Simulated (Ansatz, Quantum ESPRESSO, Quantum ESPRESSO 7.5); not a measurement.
## Ballistic transmission: In chain with one bond drawn out by 1.5 Å

Aim: the zero-bias transmission with pwcond for this junction: In chain with one bond drawn out by 1.5 Å.

Method: plane-wave DFT, LDA, GBRV ultrasoft pseudopotentials (cross-check by Ansatz 0.2.0 with PAW datasets), in Quantum ESPRESSO 7.5.

## 1. The structure

The cell holds 10 atoms: 10 In. Cell: a = 7.500 Å, b = 7.500 Å, c = 31.000 Å, α = 90.0°, β = 90.0°, γ = 90.0°. Regions: left lead, 5 atoms (5 In); right lead, 5 atoms (5 In). Vacuum lies along a and b. The structure is stacked along c, and the current runs across the ab planes.

## 2. Ground state

One periodic cell holds a stretch of lead, the junction and more lead; the atoms stay as built.

Contents of scf.in:

```
&control
  prefix = 'scf'
  outdir = './out'
  pseudo_dir = './pseudo'
  calculation = 'scf'
  tprnfor = .true.
/
&system
  ibrav = 0
  nat = 10
  ntyp = 1
  ecutwfc = 34
  ecutrho = 170
  occupations = 'smearing'
  smearing = 'mv'
  degauss = 0.01
/
&electrons
  conv_thr = 1e-07
  mixing_beta = 0.25
  electron_maxstep = 120
  mixing_mode = 'local-TF'
/
ATOMIC_SPECIES
  In  114.8180  in_lda_v1.4.uspp.F.UPF
CELL_PARAMETERS angstrom
  7.50000000000000 0.00000000000000 0.00000000000000
  0.00000000000000 7.50000000000000 0.00000000000000
  0.00000000000000 0.00000000000000 31.00000000000000
ATOMIC_POSITIONS crystal
  In  0.500000000000 0.500000000000 0.000000000000
  In  0.500000000000 0.500000000000 0.095161290323
  In  0.500000000000 0.500000000000 0.190322580645
  In  0.500000000000 0.500000000000 0.285483870968
  In  0.500000000000 0.500000000000 0.380645161290
  In  0.500000000000 0.500000000000 0.524193548387
  In  0.500000000000 0.500000000000 0.619354838710
  In  0.500000000000 0.500000000000 0.714516129032
  In  0.500000000000 0.500000000000 0.809677419355
  In  0.500000000000 0.500000000000 0.904838709677
K_POINTS automatic
  1 1 3 0 0 0
```

The run is started by

```sh
$ OMP_NUM_THREADS=1 mpirun -n 4 pw.x -nk 1 -in scf.in > scf.out
```

The program printed:

```text
Program PWSCF v.7.5 starts
[citation notice left out]

     Parallel version (MPI & OpenMP), running on       4 processor cores
     Number of MPI processes:                 4
     Threads/MPI process:                     1

     MPI processes distributed on     1 nodes
[...]
Current dimensions of program PWSCF are:
     Max number of different atomic species (ntypx) = 10
     Max number of k-points (npk) =  40000
     Max angular momentum in pseudopotentials (lmaxx) =  4
     Message from routine setup:
     using ibrav=0 with symmetry is DISCOURAGED, use correct ibrav instead

     R & G space division:  proc/nbgrp/npool/nimage =       4
     Subspace diagonalization in iterative solution of the eigenvalue problem:
     a serial algorithm will be used

     Parallelization info
     --------------------
     sticks:   dense  smooth     PW     G-vecs:    dense   smooth      PW
     Min         677     544    138               110115    78800   10040
     Max         678     545    139               110136    78815   10053
     Sum        2709    2177    553               440487   315225   40181

     Using Slab Decomposition

     bravais-lattice index     =            0
     lattice parameter (alat)  =      14.1729  a.u.
     unit-cell volume          =   11767.4083 (a.u.)^3
     number of atoms/cell      =           10
     number of atomic types    =            1
     number of electrons       =       130.00
     number of Kohn-Sham states=           78
     kinetic-energy cutoff     =      34.0000  Ry
     charge density cutoff     =     170.0000  Ry
     scf convergence threshold =      1.0E-07
     mixing beta               =       0.2500
     number of iterations used =            8  local-TF  mixing
     Exchange-correlation=  SLA  PZ   NOGX NOGC
                           (   1   1   0   0   0   0   0)

     celldm(1)=  14.172946  celldm(2)=   0.000000  celldm(3)=   0.000000
     celldm(4)=   0.000000  celldm(5)=   0.000000  celldm(6)=   0.000000

     crystal axes: (cart. coord. in units of alat)
               a(1) = (   1.000000   0.000000   0.000000 )
               a(2) = (   0.000000   1.000000   0.000000 )
               a(3) = (   0.000000   0.000000   4.133333 )

     reciprocal axes: (cart. coord. in units 2 pi/alat)
               b(1) = (  1.000000  0.000000  0.000000 )
               b(2) = (  0.000000  1.000000  0.000000 )
               b(3) = (  0.000000  0.000000  0.241935 )

     PseudoPot. # 1 for In read from file:
     ./pseudo/in_lda_v1.4.uspp.F.UPF
     Pseudo is Ultrasoft + core correction, Zval = 13.0
     Generated by new atomic code, or converted to UPF format
     Using radial grid of  889 points,  6 beta functions with:
                l(1) =   0
                l(2) =   0
                l(3) =   1
                l(4) =   1
                l(5) =   2
                l(6) =   2
     Q(r) pseudized with  6 coefficients,  rinner =    1.400   1.400   1.400
                                                       1.400   1.400

     atomic species   valence    mass     pseudopotential
     In               13.00   114.81800     In( 1.00)

      8 Sym. Ops. (no inversion) found

   Cartesian axes

     site n.     atom                  positions (alat units)
         1        In     tau(   1) = (   0.5000000   0.5000000   0.0000000  )
         2        In     tau(   2) = (   0.5000000   0.5000000   0.3933333  )
         3        In     tau(   3) = (   0.5000000   0.5000000   0.7866667  )
         4        In     tau(   4) = (   0.5000000   0.5000000   1.1800000  )
         5        In     tau(   5) = (   0.5000000   0.5000000   1.5733333  )
         6        In     tau(   6) = (   0.5000000   0.5000000   2.1666667  )
         7        In     tau(   7) = (   0.5000000   0.5000000   2.5600000  )
         8        In     tau(   8) = (   0.5000000   0.5000000   2.9533333  )
         9        In     tau(   9) = (   0.5000000   0.5000000   3.3466667  )
        10        In     tau(  10) = (   0.5000000   0.5000000   3.7400000  )

     number of k points=     2  Marzari-Vanderbilt smearing, width (Ry)=  0.0100
                       cart. coord. in units 2pi/alat
        k(    1) = (   0.0000000   0.0000000   0.0000000), wk =   0.6666667
        k(    2) = (   0.0000000   0.0000000   0.0806452), wk =   1.3333333

     Dense  grid:   440487 G-vectors     FFT dimensions: (  60,  60, 243)

     Smooth grid:   315225 G-vectors     FFT dimensions: (  54,  54, 225)

     Estimated max dynamical RAM per process >     484.34 MB

     Estimated total dynamical RAM >       1.89 GB

     Check: negative core charge=   -0.000001

     Initial potential from superposition of free atoms

     starting charge     115.0000, renormalised to     130.0000

     negative rho (up, down):  1.483E-02 0.000E+00
     Starting wfcs are   90 randomized atomic wfcs

     total cpu time spent up to now is        2.0 secs

     per-process dynamical memory:   129.2 Mb

     Self-consistent Calculation

     iteration #  1     ecut=    34.00 Ry     beta= 0.25
     Davidson diagonalization with overlap
     ethr =  1.00E-02,  avg # of iterations =  3.0

     negative rho (up, down):  4.451E-01 0.000E+00

     total cpu time spent up to now is        8.2 secs

     total energy              =   -1337.95376303 Ry
     estimated scf accuracy    <      52.58371588 Ry

     iteration #  2     ecut=    34.00 Ry     beta= 0.25
[...]
negative rho (up, down):  1.589E+00 0.000E+00

[...]
total energy              =   -1325.83990541 Ry
     estimated scf accuracy    <      27.99483500 Ry

     iteration #  3     ecut=    34.00 Ry     beta= 0.25
[...]
negative rho (up, down):  1.719E+00 0.000E+00

[...]
total energy              =   -1330.27426773 Ry
     estimated scf accuracy    <       1.93778018 Ry

     iteration #  4     ecut=    34.00 Ry     beta= 0.25
[...]
negative rho (up, down):  1.591E+00 0.000E+00

[...]
total energy              =   -1329.93906991 Ry
     estimated scf accuracy    <       0.99021523 Ry

     iteration #  5     ecut=    34.00 Ry     beta= 0.25
[...]
negative rho (up, down):  1.252E+00 0.000E+00

[...]
total energy              =   -1329.93768132 Ry
     estimated scf accuracy    <       0.29017044 Ry

     iteration #  6     ecut=    34.00 Ry     beta= 0.25
[...]
negative rho (up, down):  9.833E-01 0.000E+00

[...]
total energy              =   -1329.91499673 Ry
     estimated scf accuracy    <       0.08586167 Ry

     iteration #  7     ecut=    34.00 Ry     beta= 0.25
[...]
negative rho (up, down):  1.764E-01 0.000E+00

[...]
total energy              =   -1329.85213766 Ry
     estimated scf accuracy    <       0.04587047 Ry

     iteration #  8     ecut=    34.00 Ry     beta= 0.25
[...]
negative rho (up, down):  1.023E-01 0.000E+00

[...]
total energy              =   -1329.85280749 Ry
     estimated scf accuracy    <       0.01491246 Ry

     iteration #  9     ecut=    34.00 Ry     beta= 0.25
[...]
negative rho (up, down):  3.055E-02 0.000E+00

[...]
total energy              =   -1329.84857854 Ry
     estimated scf accuracy    <       0.00637767 Ry

     iteration # 10     ecut=    34.00 Ry     beta= 0.25
[...]
negative rho (up, down):  2.307E-02 0.000E+00

[...]
total energy              =   -1329.84967609 Ry
     estimated scf accuracy    <       0.00125425 Ry

     iteration # 11     ecut=    34.00 Ry     beta= 0.25
[...]
negative rho (up, down):  9.719E-03 0.000E+00

[...]
total energy              =   -1329.84990282 Ry
     estimated scf accuracy    <       0.00030867 Ry

     iteration # 12     ecut=    34.00 Ry     beta= 0.25
[...]
negative rho (up, down):  6.438E-03 0.000E+00

[...]
total energy              =   -1329.84987166 Ry
     estimated scf accuracy    <       0.00014445 Ry

     iteration # 13     ecut=    34.00 Ry     beta= 0.25
[...]
negative rho (up, down):  5.928E-03 0.000E+00

[...]
total energy              =   -1329.84990423 Ry
     estimated scf accuracy    <       0.00000281 Ry

     iteration # 14     ecut=    34.00 Ry     beta= 0.25
[...]
negative rho (up, down):  6.107E-03 0.000E+00

[...]
total energy              =   -1329.84990484 Ry
     estimated scf accuracy    <       0.00000140 Ry

     iteration # 15     ecut=    34.00 Ry     beta= 0.25
[...]
negative rho (up, down):  5.970E-03 0.000E+00

[...]
total energy              =   -1329.84990660 Ry
     estimated scf accuracy    <       0.00000041 Ry

     iteration # 16     ecut=    34.00 Ry     beta= 0.25
[...]
negative rho (up, down):  6.113E-03 0.000E+00

[...]
End of self-consistent calculation

          k = 0.0000 0.0000 0.0000 ( 39421 PWs)   bands (ev):

   -16.6195 -16.6139 -16.6138 -16.6137 -16.6135 -16.6103 -16.5405 -16.5344
   -16.5344 -16.5316 -16.5316 -16.4186 -16.3037 -16.3023 -16.3023 -16.2394
   -16.2394 -16.2348 -16.2346 -16.2181 -16.2178 -16.1996 -16.1993 -16.1964
   -16.1962 -16.1916 -16.1916 -16.1875 -16.1837 -16.1837 -16.1835 -16.1834
   -16.1520 -16.1520 -16.1436 -16.1436 -16.1434 -16.1434 -16.1042 -16.1042
   -16.0691 -16.0553 -16.0553 -15.9827 -15.9827 -15.9754 -15.9754 -15.9513
   -15.8337 -15.7997  -7.8074  -7.6995  -7.5889  -7.2970  -6.9765  -6.4660
    -6.0075  -5.2739  -4.7044  -3.8669  -2.5353  -1.5519  -1.5519  -1.4302
    -1.4302  -1.4034  -1.3302  -1.3302  -0.9805  -0.9805  -0.8919  -0.7050
    -0.7050  -0.1648  -0.1648   0.1740   0.1740   0.8406

          k = 0.0000 0.0000 0.0806 ( 39381 PWs)   bands (ev):

   -16.6181 -16.6139 -16.6138 -16.6137 -16.6135 -16.6120 -16.5398 -16.5344
   -16.5344 -16.5316 -16.5316 -16.4194 -16.3027 -16.3023 -16.3023 -16.2394
   -16.2394 -16.2348 -16.2346 -16.2181 -16.2178 -16.1995 -16.1993 -16.1964
   -16.1962 -16.1915 -16.1915 -16.1884 -16.1837 -16.1837 -16.1835 -16.1834
   -16.1521 -16.1521 -16.1436 -16.1436 -16.1434 -16.1434 -16.1041 -16.1041
   -16.0685 -16.0553 -16.0553 -15.9827 -15.9827 -15.9754 -15.9754 -15.9516
   -15.8336 -15.7998  -7.8038  -7.7145  -7.5657  -7.3245  -6.9401  -6.5174
    -5.9385  -5.3660  -4.5926  -3.9619  -2.3750  -1.7352  -1.5423  -1.5423
    -1.4649  -1.4649  -1.2812  -1.2812  -1.0388  -1.0388  -0.6310  -0.6310
    -0.4985  -0.2609  -0.2609   0.2835   0.2835   0.3506

     the Fermi energy is    -1.4221 ev

!    total energy              =   -1329.84990678 Ry
     estimated scf accuracy    <       0.00000004 Ry
     smearing contrib. (-TS)   =      -0.00519494 Ry
     internal energy E=F+TS    =   -1329.84471184 Ry

     The total energy is F=E-TS. E is the sum of the following terms:
     one-electron contribution =   -1435.64992787 Ry
     hartree contribution      =     769.89064800 Ry
     xc contribution           =    -370.00273248 Ry
     ewald contribution        =    -294.08269949 Ry

     convergence has been achieved in  16 iterations

     negative rho (up, down):  6.113E-03 0.000E+00

     Forces acting on atoms (cartesian axes, Ry/au):

     atom    1 type  1   force =     0.00000000    0.00000000    0.00219847
     atom    2 type  1   force =     0.00000000    0.00000000    0.00542710
     atom    3 type  1   force =     0.00000000    0.00000000    0.00489537
     atom    4 type  1   force =     0.00000000    0.00000000   -0.01441159
     atom    5 type  1   force =     0.00000000    0.00000000    0.00180673
     atom    6 type  1   force =     0.00000000    0.00000000   -0.00180776
     atom    7 type  1   force =     0.00000000    0.00000000    0.01439698
     atom    8 type  1   force =     0.00000000    0.00000000   -0.00492228
     atom    9 type  1   force =     0.00000000    0.00000000   -0.00542742
     atom   10 type  1   force =     0.00000000    0.00000000   -0.00215563

     Total force =     0.023197     Total SCF correction =     0.000617

[...]
=------------------------------------------------------------------------------=
   JOB DONE.
=------------------------------------------------------------------------------=
```

Run time: 82 s. Hardware: 4 MPI ranks of Arm Neoverse V2, shared host; peak memory 1.9 GiB.

Numbers from this step:

```
free energy  : -18093.5297 eV
Fermi energy : -1.422 eV
```

The program's own clock; routines nest. Time by routine:

```csv
routine,wall time (s),calls
PWSCF,81.46,1
electrons,78.34,1
c_bands,50.4,16
cegterg,49.38,32
h_psi,32.59,131
fftw,27.32,14754
vloc_psi,24.48,131
sum_band,13.15,16
mix_rho,8.63,16
newd,6.22,17
calbec,5.92,171
ffts,5.21,1878
h_psi:calbec,3.95,131
s_psi,3.91,131
```

The run needed 16 iterations to bring the estimated error under 1e-07 Ry; the largest force on any atom, held or free, is 0.37 eV/Å.

(Part 1 of 4 ends here.)

[Logs are printed without paths, hosts, clocks, repeated set-up lines and the standing remarks that a program may print on its own settings, such as how far it seeks lower states.]

[Hosts, paths, dates, database ids (printed as entryN), source tags and the programs' standing remarks are cut or masked in the printed files.]

[Maps of the electrostatic potential energy from Ansatz leave out the sawtooth potential of an applied field or a dipole correction, so their vacuum need not be flat; planar profiles and work functions include it.]
